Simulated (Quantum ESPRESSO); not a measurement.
# λ and ρ(T) of AlRu (Pm-3m) from pw.x, ph.x and EPW, part 2 of 3

Wanted: λ, Tc and ρ(T) of AlRu (Pm-3m) from Quantum ESPRESSO and EPW.

Quantum ESPRESSO 7.5; DFT LDA, scalar-relativistic, plane waves, PseudoDojo 0.4.1 norm-conserving pseudopotentials.

So far. Step 2 (Relaxation): The volume ends at 12.88 Å³ an atom, -3.8 % from the start. Step 3 (Ground state): The Fermi level lies at 16.71 eV and the pressure is -0.002 GPa.

**4. Phonons on the coarse mesh (continued)**

Frequencies at the irreducible wavevectors:

```csv
q1,q2,q3,star,mode 1 (cm⁻¹),mode 2 (cm⁻¹),mode 3 (cm⁻¹),mode 4 (cm⁻¹),mode 5 (cm⁻¹),mode 6 (cm⁻¹)
0,0,0,1,-8,-8,-8,324,324,324
0,0,0.25,6,105.3,105.3,156.3,312.4,312.4,319.2
0,0,0.5,3,162.7,162.7,217.2,296.4,296.4,334.3
0,0.25,0.25,12,96.3,136.5,180.7,303.4,319.7,337.5
0,0.25,0.5,12,120.5,155.7,172.5,292.3,337.7,351.1
0,0.5,0.5,3,78.8,78.8,192,284.1,364.6,364.6
0.25,0.25,0.25,8,139.2,139.2,169.8,324.6,329.6,329.6
0.25,0.25,0.5,12,132.3,143.7,169.3,316,335.1,353.3
0.25,0.5,0.5,6,133.8,133.8,178.2,312.7,353.9,353.9
0.5,0.5,0.5,1,163.7,163.7,163.7,338.4,338.4,338.4
```

The lowest mode off the zone centre lies at 78.8 cm⁻¹ and the highest of all solved modes at 365 cm⁻¹, so the solved wavevectors are stable. The acoustic modes at the centre lie within 8.0 cm⁻¹ of zero before the sum rule is imposed.

**5. Bands for the check**

Bands on a path serve later as the test of the Wannier interpolation; inside the frozen window, points that lie on the coarse mesh match by construction, and those between them test it.

The input, bands.in:

```
&control
   calculation = 'bands'
   prefix = 'x'
   outdir = './tmp'
   pseudo_dir = './pseudo'
   verbosity = 'high'
/
&system
   ibrav = 0
   nat = 2
   ntyp = 2
   ecutwfc = 88.0
   occupations = 'smearing'
   smearing = 'mv'
   degauss = 0.02
   nbnd = 42
/
&electrons
   conv_thr = 1.0d-10
/
ATOMIC_SPECIES
 Al     26.9815  Al.upf
 Ru    101.0700  Ru.upf
CELL_PARAMETERS angstrom
     2.953401000    0.000000000    0.000000000
     0.000000000    2.953401000    0.000000000
     0.000000000    0.000000000    2.953401000
ATOMIC_POSITIONS crystal
 Al     0.000000000   0.000000000   0.000000000
 Ru     0.500000000   0.500000000   0.500000000
K_POINTS crystal
61
 0.00000000 0.00000000 0.00000000 0.01639344
 0.00000000 0.05555556 0.00000000 0.01639344
 0.00000000 0.11111111 0.00000000 0.01639344
 0.00000000 0.16666667 0.00000000 0.01639344
[the list of k-points goes on]
```

Launch:

```sh
OMP_NUM_THREADS=1 mpirun -n 8 pw.x -nk 8 -in bands.in > bands.out
```

The program printed:

```text
[banner, memory and clock lines left out]
[...]
number of Kohn-Sham states=           42
```

The job ended after 10 s (8 MPI ranks of Arm Neoverse V2, shared host).

**6. States on the coarse mesh**

Wannier functions need the states on a full uniform k mesh, and the couplings need it to be a multiple of the q mesh.

The input, nscf.in:

```
&control
   calculation = 'nscf'
   prefix = 'x'
   outdir = './tmp'
   pseudo_dir = './pseudo'
   verbosity = 'high'
/
&system
   ibrav = 0
   nat = 2
   ntyp = 2
   ecutwfc = 88.0
   occupations = 'smearing'
   smearing = 'mv'
   degauss = 0.02
   nbnd = 42
/
&electrons
   conv_thr = 1.0d-11
/
ATOMIC_SPECIES
 Al     26.9815  Al.upf
 Ru    101.0700  Ru.upf
CELL_PARAMETERS angstrom
     2.953401000    0.000000000    0.000000000
     0.000000000    2.953401000    0.000000000
     0.000000000    0.000000000    2.953401000
ATOMIC_POSITIONS crystal
 Al     0.000000000   0.000000000   0.000000000
 Ru     0.500000000   0.500000000   0.500000000
K_POINTS crystal
512
 0.00000000 0.00000000 0.00000000 0.00195312
 0.00000000 0.00000000 0.12500000 0.00195312
 0.00000000 0.00000000 0.25000000 0.00195312
 0.00000000 0.00000000 0.37500000 0.00195312
[the list of k-points goes on]
```

Launch:

```sh
OMP_NUM_THREADS=1 mpirun -n 8 pw.x -nk 8 -in nscf.in > nscf.out
```

The program printed:

```text
[banner, memory and clock lines left out]
[...]
number of Kohn-Sham states=           42
     the Fermi energy is    16.7124 ev
```

It took 80 s on 8 MPI ranks.

**7. Wannier functions and couplings**

Projections Al s, p and Ru s, p, d start 13 Wannier functions; states up to 2.5 eV over the Fermi level are frozen, and the projected functions are kept without the localisation step. Hamiltonian, force constants and couplings go to real space.

The input, epw1.in:

```
--
&inputepw
   prefix = 'x'
   outdir = './tmp'
   dvscf_dir = './save'
   elph = .true.
   etf_mem = 1
   nbndsub = 13
   bands_skipped = 'exclude_bands = 1-4'
   use_ws = .true.
   vme = 'wannier'
   asr_typ = 'crystal'
   nk1 = 8
   nk2 = 8
   nk3 = 8
   nq1 = 4
   nq2 = 4
   nq3 = 4
   amass(1) = 26.9815
   amass(2) = 101.07
   epwwrite = .true.
   epwread = .false.
   wannierize = .true.
   num_iter = 0
   dis_win_max = 56.71
   dis_froz_max = 19.212
   proj(1) = 'Al:s;p'
   proj(2) = 'Ru:s;p;d'
   wdata(1) = 'dis_num_iter = 600'
   wdata(2) = 'guiding_centres = .true.'
   wdata(3) = 'num_print_cycles = 50'
   wdata(4) = 'dis_mix_ratio = 0.7'
   band_plot = .true.
   filkf = 'path.dat'
   filqf = 'path.dat'
   fsthick = 100.0
   efermi_read = .true.
   fermi_energy = 16.7124
/
```

Launch:

```sh
OMP_NUM_THREADS=1 mpirun -n 8 epw.x -nk 8 -in epw1.in > epw1.out
```

The program printed:

```text
[the first part of the log is left out]
     Number of WS vectors for phonons      125
     Number of WS vectors for electron-phonon      125
     Maximum number of cores for efficient parallelization      250
     Inside velocity step 1
     Velocity matrix elements calculated
     Writing Hamiltonian, Dynamical matrix and EP vertex in Wann rep to file
     ===================================================================
     Memory usage:  VmHWM =       749Mb
                   VmPeak =      1218Mb
     ===================================================================
     Using q-mesh file: path.dat
     WARNING: q-point weigths do not add up to 1 [loadqmesh_serial]
     Size of q point mesh for interpolation:         61
     Using k-mesh file: path.dat
     WARNING: k-point weigths do not add up to 1 [loadkmesh_para]
     Size of k point mesh for interpolation:         61
     Fermi energy coarse grid =  16.712432 eV
     ===================================================================
     Fermi energy is read from the input file: Ef =  16.712400 eV
     ===================================================================
     Skipping    4 occupied bands:
     The Fermi level will be determined with  11.00000 electrons
              ibndmin =     1  ebndmin =     6.766 eV
              ibndmax =    13  ebndmax =    44.072 eV
     Number of ep-matrix elements per pool :         8112 ~=   63.38 Kb (@ 8 bytes/ DP)
     We only need to compute       61 q-points
     ===================================================================
     Memory usage:  VmHWM =       749Mb
                   VmPeak =      1218Mb
     ===================================================================
```

Wall time 17 min (8 MPI ranks); 2.3 h of CPU time.

Numbers from this step:

| Item | Value |
| --- | --- |
| r.m.s. error of the interpolated bands from 2 eV under to 1 eV over the Fermi level | 2 meV |
| largest error in that range | 8.6 meV |
| lowest interpolated frequency on the path | 0 cm⁻¹ |

Electronic bands along the path, in eV, zero at the Fermi level; # counts the bands kept:

```csv
point,#2,#3,#4,#5,#6,#7,#8,#9
Γ,-3.84,-3.84,0.17,0.17,0.17,6.17,6.17,6.17
0.44 of the way,-3.67,-3.53,-0.76,-0.76,0.28,3.51,7.82,7.82
X,-5.60,-3.00,-1.72,-1.72,0.45,2.37,7.49,11.17
0.44 of the way,-5.10,-2.48,-1.72,-1.54,-0.36,2.25,7.69,8.02
M,-3.30,-1.42,-1.42,-1.27,-1.27,1.58,5.47,6.57
0.46 of the way,-3.75,-2.77,-1.84,-0.93,-0.67,3.35,5.58,9.42
Γ,-3.84,-3.84,0.17,0.17,0.17,6.17,6.17,6.17
halfway,-3.13,-3.13,-1.47,-1.41,-1.41,5.54,5.54,6.53
R,-4.88,-4.88,1.68,1.68,2.66,4.18,4.18,4.18
0.46 of the way,-3.99,-3.77,-1.35,-1.12,1.05,2.56,6.28,8.54
X,-5.60,-3.00,-1.72,-1.72,0.45,2.37,7.49,11.17
```

The same for Wannier interpolation:

```
point     #2     #3     #4     #5     #6    #7     #8     #9
    Γ  -3.84  -3.84   0.17   0.17   0.17  6.44   6.44   6.44
    X  -5.60  -3.01  -1.72  -1.72   0.45  2.37  14.25  14.25
    M  -3.30  -1.42  -1.42  -1.27  -1.27  1.58   6.19   7.04
    Γ  -3.84  -3.84   0.17   0.17   0.17  6.44   6.44   6.44
    R  -4.88  -4.88   1.68   1.68   2.66  4.41   4.41   4.41
    X  -5.60  -3.01  -1.72  -1.72   0.45  2.37  14.25  14.25
```

The first set of electronic bands as a text plot (rows in eV, shown from -8.0 to 8.0 only):

```
    7.7 |   *  ********     *     *                      *    ***
    7.0 |  *          ***  *       *                    *  *
    6.3 |**            * **         ***********           *
    5.7 |*              *************   *********      *
    5.0 | *                       **            ***   *  *
    4.3 |  *                     *               * ***  *
    3.7 |   *                  **                 *  ***
    3.0 |    *                *                    * *****
    2.3 |     *********     **                      *   * *******
    1.7 |              *****                      * **   *
    1.0 |                                        * *  **  *
    0.3 |***********                ****         **    *   *   **
   -0.3 | **        ***         *****   **      *       *   ***
   -1.0 |   **         ********** *      ***  **         **** *
   -1.7 |     ********************          **            **   **
   -2.3 |            **      **                             ***
   -3.0 |     *******     *    ***         ***              * ***
   -3.7 |*****          ** ** *************   **          **
   -4.3 |     **      **     *                  ***    *** **
   -5.0 |       *    *                            ******     *
   -5.7 |        ******                        ***      *********
   -6.3 |       ***    *******                *                 *
   -7.0 |      *              *              *
   -7.7 |     *                *            *
         Γ       X        M           Γ             R           X
```

The phonon branches at the labelled points (cm⁻¹):

| point | branch 1 | branch 2 | branch 3 | branch 4 | branch 5 | branch 6 |
| --- | --- | --- | --- | --- | --- | --- |
| Γ | 0 | 0 | 0 | 324 | 324 | 324 |
| 0.44 of the way | 95 | 95 | 142 | 315 | 315 | 319 |
| X | 163 | 163 | 217 | 296 | 296 | 334 |
| 0.44 of the way | 128 | 166 | 170 | 293 | 332 | 348 |
| M | 79 | 79 | 192 | 284 | 365 | 365 |
| 0.46 of the way | 98 | 145 | 179 | 301 | 324 | 341 |
| Γ | 0 | 0 | 0 | 324 | 324 | 324 |
| halfway | 140 | 140 | 170 | 325 | 330 | 330 |
| R | 164 | 164 | 164 | 338 | 338 | 338 |
| 0.46 of the way | 134 | 142 | 170 | 319 | 337 | 353 |
| X | 163 | 163 | 217 | 296 | 296 | 334 |

The phonon branches as a text plot (rows in cm⁻¹):

```
    357 |             ********                          *****
    342 |        ******      ****              ************  ****
    327 |*** ****   **         * ***************       *** ***
    311 |  ****    *            ****    *****             ******
    296 |      *********    ****                              ***
    281 |               ****
    266 |
    251 |
    235 |
    220 |       ***                                             *
    205 |      *   *                                           *
    190 |     *     *   ****                                  *
    175 |    *       ***    ******         ***         ***** *
    160 |       ******        *           *   **********    *****
    144 |   *  *    * *      * *  *      *   ******     **** **
    129 |     *      * *    *   *           *             ***
    114 |  * *        *          * *    *  *
     99 |   *          **  * ****         *
     84 |               *****    ** *    *
     68 | **                      **    *
     53 | *                        **
     38 |*                          ** *
     23 |*                           * *
      8 |                             *
         Γ       X        M           Γ             R           X
```

Near the Fermi level the interpolated bands miss those of pw.x by 2 meV r.m.s. and 9 meV at most, each level matched to the nearest interpolated one; the r.m.s. value is under the 60 meV set for going on.

**8. Coupling and Tc: fine k 16×16×16, q 8×8×8, width 0.15 eV, window 0.61 eV**

The couplings are interpolated to a fine mesh near the Fermi level; their sum gives α²F and λ, and the linearised gap equation gives Tc.

The input, a2f-1.in:

```
--
&inputepw
   prefix = 'x'
   outdir = './tmp'
   dvscf_dir = './save'
   elph = .true.
   etf_mem = 1
   nbndsub = 13
   bands_skipped = 'exclude_bands = 1-4'
   use_ws = .true.
   vme = 'wannier'
   asr_typ = 'crystal'
   nk1 = 8
   nk2 = 8
   nk3 = 8
   nq1 = 4
   nq2 = 4
   nq3 = 4
   amass(1) = 26.9815
   amass(2) = 101.07
   epwwrite = .false.
   epwread = .true.
   wannierize = .false.
   nkf1 = 16
   nkf2 = 16
   nkf3 = 16
   nqf1 = 8
   nqf2 = 8
   nqf3 = 8
   mp_mesh_k = .true.
   ephwrite = .true.
   eliashberg = .true.
   liso = .true.
   limag = .true.
   tc_linear = .true.
   tc_linear_solver = 'lapack'
   fsthick = 0.61
   degaussw = 0.15
   degaussq = 0.5
   nqstep = 500
   muc = 0.13
   wscut = 0.3
   nsiter = 500
   nstemp = 7
   temps = 0.5 1.0 2.0 4.0 8.0 16.0 32.0
/
```

Launch:

```sh
OMP_NUM_THREADS=1 mpirun -n 8 epw.x -nk 8 -in a2f-1.in > a2f-1.out
```

The program printed:

```text
[the first part of the log is left out]
            Electron smearing (eV) =    0.150000000000000D+00
                 Fermi window (eV) =    0.610000000000000D+00
     Finish writing .ephmat files
     ===================================================================
     Memory usage:  VmHWM =        81Mb
                   VmPeak =       557Mb
     ===================================================================
     Finish writing dos file x.dos
     Finish writing phdos files x.phdos and x.phdos_proj
     ===================================================================
     Solve isotropic Eliashberg equations
     ===================================================================
     Finish reading freq file
                  Fermi level (eV) =     1.6697967346E+01
     DOS(states/spin/eV/Unit Cell) =     8.3777181217E-01
            Electron smearing (eV) =     1.5000000000E-01
                 Fermi window (eV) =     6.1000000000E-01
     Nr irreducible k-points within the Fermi shell =       111 out of       165
           3 bands within the Fermi window
     Finish reading egnv file
     Max nr of q-points =       386
     Finish reading ikmap files
     Start reading .ephmat files
     Finish reading .ephmat files
     a2f file is not found to estimate initial gap: calculating a2f files
     Finish reading a2f file
     Electron-phonon coupling strength =    0.4990732
     Estimated Tc using McMillan expression =   1.4195 K for muc =   0.1300
     Estimated Tc using Allen-Dynes modified McMillan expression =   1.4469 K
     Estimated Tc using SISSO machine learning model =   1.4594 K
     Estimated w_log =  16.8128 meV
     Estimated BCS superconducting gap using McMillan Tc =   0.2153 meV
     WARNING WARNING WARNING
     The code may crash since tempsmax =   32.000 K is larger than McMillan Tc =     1.420 K
     Start: Solving (isotropic) linearized Eliashberg equation with solver = lapack
     For the first Temp.    0.50  K
       Total number of frequency points nsiw(     1) =   1108
       Cutoff frequency wscut =     0.3001
     Superconducting transition temp. Tc is the one which has Max. eigenvalue close to 1
      -----------------------------------------------------------------
             Temp.       Max.         nsiw     wscut    Nr. of iters
             (K)       eigenvalue    (itemp)   (eV)      to Converge
      -----------------------------------------------------------------
             0.50      1.5559245     1108      0.3001        1
             1.00      1.3061020      554      0.3002        1
             2.00      1.0584079      277      0.3005        1
             4.00      0.8141067      139      0.3021        1
             8.00      0.5742761       69      0.3010        1
            16.00      0.3447114       35      0.3075        1
            32.00      0.1461296       17      0.3032        1
      -----------------------------------------------------------------
     Finish: Solving (isotropic) linearized Eliashberg equation
```

The job ended after 2.2 min (8 MPI ranks).

This step gave:

```
coupling constant λ                  : 0.4991
log mean phonon energy ħω_log        : 16.81 meV
density of states at the Fermi level : 0.8378 states/eV a spin and cell
Fermi level on the fine mesh         : 16.70 eV
```

The a2F has structure finer than the step of the table below, so its rows give means over 2 meV, whole bins alone (the curve runs from 0.099 to 49.4 meV). Peaks (meV: height): 13.2: 0.488, 14.4: 0.304, 16.4: 0.582, 20.8: 0.361, 38.7: 0.172, 41.1: 0.176.

Table of a2F by phonon energy; means over each step:

```
phonon energy (meV)      a2F
                  4        0
                  6  0.00453
                  8   0.0100
                 10   0.0799
                 12    0.248
                 14    0.310
                 16    0.383
                 18    0.258
                 20    0.284
                 22    0.171
                 24   0.0267
                 26  0.00332
                 28   8.3e-4
                 30        0
                 32        0
                 34   3.6e-4
                 36   0.0309
                 38    0.122
                 40    0.126
                 42    0.137
                 44   0.0609
                 46  0.00185
                 48        0
```

Tc lies where the eigenvalue is 1; mu* = 0.13. Eigenvalue against temperature:

```
T (K)  largest eigenvalue of the linearised gap equation
  0.5                                              1.556
    1                                              1.306
    2                                              1.058
    4                                             0.8141
    8                                             0.5743
   16                                             0.3447
   32                                             0.1461
```

λ = 0.499 and ħω_log = 16.8 meV. The eigenvalue passes 1 near 2.4 K.

(Part 2 of 3 ends here.)

[The logs of pw.x and epw.x are selected lines.]

[Logs are printed without paths, hosts, clocks, repeated set-up lines and the standing remarks that a program may print on its own settings, such as how far it seeks lower states.]

[Hosts, paths, dates, database ids (printed as entryN), source tags and the programs' standing remarks are cut or masked in the printed files.]
